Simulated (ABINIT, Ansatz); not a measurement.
Computed results, one entry a study.

**SnF3 (Fm-3m): G0W0 with ABINIT, start to end**

It takes space group Fm-3m (No. 225, cubic). The conventional cell has a = 8.698 Å, b = 8.698 Å, c = 8.698 Å, α = 90.00°, β = 90.00°, γ = 90.00°. Sn has 6 F at 1.98 Å nearest. Nearest to Sn lie 6 F at 2.36 Å. F has 2 Sn at 1.98 to 2.36 Å nearest. Farther neighbours, and contacts between anions beyond the nearest, are not listed.

```
Sn F
1.0
     0.00000    4.34898    4.34898
     4.34898    0.00000    4.34898
     4.34898    4.34898    0.00000
Sn F
2 6
Direct
  0.50000 0.50000 0.50000
  0.00000 0.00000 0.00000
  0.72819 0.27181 0.72819
  0.27181 0.27181 0.72819
  0.27181 0.72819 0.27181
  0.27181 0.72819 0.72819
  0.72819 0.27181 0.27181
  0.72819 0.72819 0.27181
```

| Quantity | Value |
| --- | --- |
| method | RPA screening on PBEsol, plane waves, norm-conserving pseudopotentials (and 2 further levels or steps) |
| program | ABINIT 10.8.3 |
| settings | cutoff 38 Ha, PseudoDojo scalar-relativistic 0.4 stringent, norm-conserving, ngkpt (2, 2, 2), nband 534, ecuteps 8 Ha, inclvkb 2, shiftk (0, 0, 0), symchi 1, awtr 1, frequency ppm, 2×2×2 k-mesh |
| cost | 5 runs, 34 min in all on 8 MPI ranks of AMD EPYC 7R43, shared host |
| notes | The program’s warnings: nproc spkpt=  >= nkpt= * nsppol=. The cell and positions are those that the Materials Project relaxed with its own functionals (PBE, PBE+U or r2SCAN), kept fixed. Limits: no spin-orbit coupling. The 2×2×2 mesh is coarse for this cell, which bears on the long-range parts of exchange and screening. |
| PBEsol gap | 2.83 eV, indirect |
| G0W0 gap on the mesh | 5.26 eV |
| GW settings | 2×2×2 mesh, 534 bands, screening to 217.7 eV, Godby-Needs plasmon pole |
| known limits | short of the basis limit; no spin-orbit coupling; coarse k mesh |

G0W0 moves the gap on the mesh from 2.83 eV to 5.26 eV (+2.43 eV), with Z of 0.82 and 0.84 at the edges. Local fields lower the RPA ε∞ on this mesh from 3.09 to 2.78; a Γ-centred mesh this coarse tends to raise both, most where the direct gap is narrow, while a short band sum lowers them.

[Long decimals in the printed logs are rounded to 6 places.]

[Logs are printed without paths, hosts, clocks, repeated set-up lines and the standing remarks that a program may print on its own settings, such as how far it seeks lower states.]

[Paths, hosts, dates, memory and timing lines, banners, echoed tables and standing remarks are left out of the program output; an Ansatz launch command may be rebuilt from the run's recorded settings. Measured values are a selection of at most five: reports struck by readers or far from the other reports are left out. None is set beside runs whose start may be inverted or whose files or cutoffs have a known fault.]

[Runs of the session that timed out or met a known fault of the program may be left out.]

[Hosts, paths, dates, database ids (printed as entryN), source tags and the programs' standing remarks are cut or masked in the printed files.]

[G0W0 gaps are taken among the corrected bands and points alone; a level outside them can change the order at an edge.]

[Where Ansatz stands beside ABINIT at settings called matched, ABINIT's density can come from a denser mesh and the files from another edition; pairs whose starting gaps differed by over 0.03 eV were left out, so agreement reads better than it is.]
